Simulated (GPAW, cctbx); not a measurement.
# How far are the atoms of CaGeS3 from free atoms?

Question: by how much does bonding change the X-ray structure factors of CaGeS3, how firmly does DFT give the change, and what does a routine refinement make of it?

The start was made by putting kin elements into a known structure type; the compound need not exist, or be stable, in this form. All numbers below are calculated.

## Step 1: Find the equilibrium geometry

The density hangs on the geometry, so cell and atoms are relaxed first, with the symmetry held. The cutoff is set higher than for the density because stress converges slowly with plane waves.

Settings: GPAW 26.7.0, PBE, 570 eV, 3×3×3 k-points, Fermi–Dirac width 0.05 eV, BFGS to 0.03 eV/Å.

```text
cell
1.0
     3.443500000    1.988105652    5.289333333
    -3.443500000    1.988105652    5.289333333
     0.000000000   -3.976211304    5.289333333
Ge Ca S
2 2 6
Direct
0.000000000 0.000000000 0.000000000
0.500000000 0.500000000 0.500000000
0.750000000 0.750000000 0.750000000
0.250000000 0.250000000 0.250000000
0.141150000 0.358850000 0.750000000
0.358850000 0.750000000 0.141150000
0.750000000 0.141150000 0.358850000
0.641150000 0.250000000 0.858850000
0.250000000 0.858850000 0.641150000
0.858850000 0.641150000 0.250000000
```

```console
$ OMP_NUM_THREADS=1 mpirun -n 4 gpaw python run.py > gpaw.log
```

```text
BFGS:    0      -45.277020        0.581945
BFGS:    1      -45.308393        0.527702
BFGS:    2      -45.486667        0.283352
BFGS:    3      -45.490977        0.250922
...
BFGS:   12      -45.518098        0.075833
BFGS:   13      -45.520260        0.056898
BFGS:   14      -45.521582        0.023279
cell  6.4761 6.4761 6.4761  63.95 63.95 63.95
volume 208.774 A^3, largest force 0.016 eV/A, largest stress 0.18 GPa
```

After 14 steps the volume has changed by -3.9 % and the energy by -0.245 eV; the largest stress left is 0.18 GPa. It took 2.2 min on 4 cores of Intel(R) Xeon(R) Platinum 8375C CPU @ 2.90GHz (Ice Lake) (shared host), peak memory 1.1 GiB.

Relaxed structure: R-3c (no. 167), a = 6.8589 Å, b = 6.8589 Å, c = 15.3730 Å, α = 90.00°, β = 90.00°, γ = 120.00°.

| atom | mult. | x | y | z |
| --- | --- | --- | --- | --- |
| Ge1 | 6 | 0 | 0 | 0 |
| Ca1 | 6 | 1/3 | 2/3 | 0.4167 |
| S1 | 18 | 0.0710 | 1/3 | 0.0833 |

## Step 2: The all-electron density

X-rays see the whole electron density, so the PAW density is rebuilt with its core regions. Subtracting spherical free atoms from the same code cancels the cores and leaves the deformation density Δρ, the part due to bonding.

Settings: PBE, 450 eV, 4×4×4 k-points, Fermi–Dirac width 0.05 eV; primitive cell of 10 atoms.

```console
$ OMP_NUM_THREADS=1 mpirun -n 4 gpaw python run.py > gpaw.log
```

```text
|iter:   1|       0s |  -46.449896 | -0.03 |       |
|iter:   2|       1s |  -46.419809 | -1.35 | -1.05 |
|iter:   3|       2s |  -45.545614 | -1.80 | -1.11 |
...
|iter:   7|       6s |  -45.466384c| -5.81 | -3.16 |
|iter:   8|       7s |  -45.466391c| -6.86 | -3.68 |
|iter:   9|       8s |  -45.466391c| -7.80c| -4.29c|
```

```text
grid (64, 64, 64)  electrons 200.000  moved by bonding 2.112 e
deformation density beyond 0.5 A of the nuclei: max 0.129, min -0.096 e/A^3
atom        x       y       z   Voronoi charge  moment
Ge1    0.0000  0.0000  0.0000      0.298       0.00
Ge2    0.5000  0.5000  0.5000      0.298       0.00
Ca3    0.7500  0.7500  0.7500      0.225       0.00
Ca4    0.2500  0.2500  0.2500      0.225       0.00
S 5    0.1543  0.3457  0.7500     -0.174       0.00
S 6    0.3457  0.7500  0.1543     -0.174       0.00
S 7    0.7500  0.1543  0.3457     -0.174       0.00
S 8    0.6543  0.2500  0.8457     -0.174       0.00
S 9    0.2500  0.8457  0.6543     -0.174       0.00
S 10   0.8457  0.6543  0.2500     -0.174       0.00
mean inner potential of superposed free atoms 14.783 V
total magnetic moment 0.000 muB
```

Deformation density in a plane through the shortest contact of the Ge atom at the origin, in 0.01 e/Å³ (clipped at ±99); x from -1.6 to 4.0 Å, y from 2.4 down to -2.4 Å:

```text
  2   7   8   .   .  -2   1   0  -1  -1   0   1   1   0  -1  -1
  1   2  -1  -8  -3   1   2   0  -1  -1  -1  -1  -1  -1  -1   0
  0  -1  -1   1   6   7   3   0  -1  -1   0   0   0  -1  -1   0
  0  -1   0   4   8   5   1  -1  -1   0   2   3   2   0  -1   1
  3   1  -2  -3  -3  -4  -4  -2   0   0   3   7   5   1  -1   0
  6   5  -2  -7   .  -4  -7   1   4  -2  -4   .  -1  -2  -1  -1
  6   8  -2  -2   .   .  -6   4   8   0   .   .  -9  -3   0  -2
  2   4  -3  -7   .  -4  -6   2   7   4  -1   .  -2   3   2  -3
  0   0  -3  -4  -3  -3  -3   0   2   3   3   4   4   4   1  -3
 -1  -1  -1   3   7   6   1  -1   0   1   2   2   2   1  -2  -3
 -1  -1   1   5   8   4  -1  -1   0   0   0   0  -1  -1  -2  -2
 -1  -1   1   2  -1   .  -5   1   1   0  -1  -2  -2  -2  -2  -2
 -1   0   1   0   .   .   .   9   4   0  -2  -2  -2  -1  -1  -1
```

Atoms in or within 0.15 Å of the plane: Ge (0.0, 0.0), S (2.5, 0.0), S (-0.2, 2.4), S (0.2, -2.4) Å. Dots mark points within about 0.45 Å of a nucleus; large values next to them are atomic features.

S gains most (-0.17 e) and Ge loses most (+0.30 e); S is the most electronegative element, but the order of the others doesn't follow electronegativity. Such charges fall far short of formal ones, since overlapping free atoms already put density on their neighbours. Along the shortest contact from the Ge atom at the map's origin, Ge–S at 2.45 Å, Δρ is +0.08 e/Å³ at the midpoint and highest, +0.09, 1.34 Å from Ge (points within 0.5 Å of a nucleus left out): a modest build-up. At the midpoints of other shortest contacts it is +0.05 (Ca–S, 2.77 Å) and 0.00 (S–S, 3.30 Å) e/Å³. Point values carry grid noise of about 0.01 e/Å³. The run needed 9 iterations, 18 s.

## Step 3: Structure factors

The Fourier components of Δρ, added to those of the free atoms, give the static X-ray structure factors; the Mott–Bethe relation turns them into the Fourier components V of the potential that fast electrons feel.

```text
static structure factors of the conventional cell: F in electrons, V (Mott-Bethe) in volts
   h  k  l      d  |F| table  |F| free   |F| DFT   change   |V| free  |V| DFT  change %
   1  0 -2  4.7001   127.530   127.246   126.709   -0.536     1.146    1.232      7.6
   1  1  0  3.4294   162.713   162.913   161.264   -1.650     2.180    2.322      6.5
   1  0  4  3.2267   208.802   209.002   208.283   -0.719     3.099    3.153      1.8
   1  1  3  2.8501   146.165   146.380   148.504    2.124     3.078    2.952     -4.1
   2  0  2  2.7704    51.616    51.723    53.190    1.467     2.326    2.244     -3.5
   0  0  6  2.5622   134.523   134.853   136.732    1.878     3.898    3.808     -2.3
   2  0 -4  2.3500   345.545   345.676   346.522    0.846     5.313    5.279     -0.6
   2  1  1  2.2215    84.259    84.425    84.212   -0.213     1.598    1.606      0.5
   2  1 -2  2.1551    80.368    80.183    80.202    0.019     0.485    0.484     -0.1
   1  1  6  2.0526   143.180   143.042   142.258   -0.783     1.626    1.650      1.5
   3  0  0  1.9800   306.292   306.145   305.803   -0.343     4.193    4.203      0.2
   2  1  4  1.9386   204.052   203.690   203.469   -0.220     2.361    2.368      0.3
   1  0 -8  1.8283   175.346   174.889   175.660    0.771     1.829    1.810     -1.0
   2  1 -5  1.8132    75.887    76.023    74.806   -1.217     1.267    1.296      2.3
```

The largest X-ray change is +2.12 e on 113, 1.5 % of |F|. For electrons V goes as (Z − F)/g², so a change of F counts against Z − F, which is small at low angle and wherever the atoms' terms cancel: |V| of 1 0 -2 moves by +7.6 % (1.15 to 1.23 V) against -0.4 % in |F|. The last three rows still change by up to 1.22 e; the table stops while the angles are still low. The tabulated Hartree–Fock atoms differ from the free DFT atoms by up to 0.46 e, so the choice of reference atom matters too.

## Step 4: The functional ladder

The same geometry is run with other functionals, to see whether the bonding signal is larger than the spread between approximations. Free atoms are LDA for LDA and PBE otherwise; meta-GGAs and hybrids keep PBE cores. Any other changed setting is in the row's label.

```
   run  ΔF 113 (e)  ΔF 006 (e)  ΔF 110 (e)  q(S) (e)  moved (e)  time
   PBE      +2.124      +1.878      -1.650    -0.174      2.112  18 s
   LDA      +1.923      +1.683      -1.519    -0.162      1.976  17 s
r2SCAN      +2.203      +1.840      -1.892    -0.198      2.328  33 s
```

At the base's settings ΔF(113) spans +1.923 to +2.203 e, a spread of 13 % of the PBE value; over the three listed reflections the spread is at most 23 %, so sign and size hold across the functionals. Times are from shared hosts.

## Step 5: Refining ordinary atoms against data with bonding

Routine crystallography fits spherical atoms. To see the bias, intensities are simulated from tabulated atoms plus the DFT change ΔF, so that bonding alone can misfit (12828 reflections of the full sphere, merged to the counts below, to 0.4 Å, 1 % proportional noise plus counting noise, assumed isotropic U as listed, Δρ smeared by the mean U) and refined with cctbx over different ranges.

```csv
range,data,R1,GooF,U Ge1 (true 0.0056),U Ca1 (true 0.0066),U S1 (true 0.007),largest shift (Å),"Δρ max, min (e/Å³)"
all data,1149,0.0058,1.07,0.0056,0.0066,0.0070,0.0001,"0.22, -0.19"
"low resolution, d > 0.84",125,0.0045,1.75,0.0055,0.0066,0.0069,0.0001,"0.13, -0.06"
"high order, d < 0.75",970,0.0066,0.94,0.0056,0.0066,0.0070,0.0001,"0.16, -0.15"
"occupancies free, d > 0.7",214,0.0042,1.48,0.0056,0.0067,0.0070,0.0001,"0.13, -0.10"
```

With all data GooF is 1.07, diluted by the many high-angle data; the misfit shows at low resolution; the top residual peak, near noise level, lies 0.82 Å from S and 2.14 Å from Ca. No U is off by more than 3 s.u. at low resolution. With Ge1 held at 1 and the scale free, the other occupancies refine to Ca1 1.001(0.002) and S1 1.000(0.001), within three s.u. of full.

## Step 6: Answer

Bonding moves 2.11 e in the primitive cell of CaGeS3 and changes the structure factors of the conventional cell in the table above by at most 2.12 e (113, 1.5 %), and among reflections above 2 % of the strongest by up to 2.8 % (202). The shortest bond, Ge–S, has Δρ = +0.08 e/Å³ at its midpoint. At the base's settings ΔF(113) spans +1.923 to +2.203 e, a spread of 13 % of the PBE value; over the three listed reflections the spread is at most 23 %, so sign and size hold across the functionals. With all data GooF is 1.07, diluted by the many high-angle data. Limits: static density, frozen cores, no spin–orbit coupling.

[Outputs are excerpts: Python notices, other lines and further rows are left out; steps that failed or that the build refused (PBEsol, TPSS) are not shown.]

[Logs are printed without paths, hosts, clocks, repeated set-up lines and the standing remarks that a program may print on its own settings, such as how far it seeks lower states.]
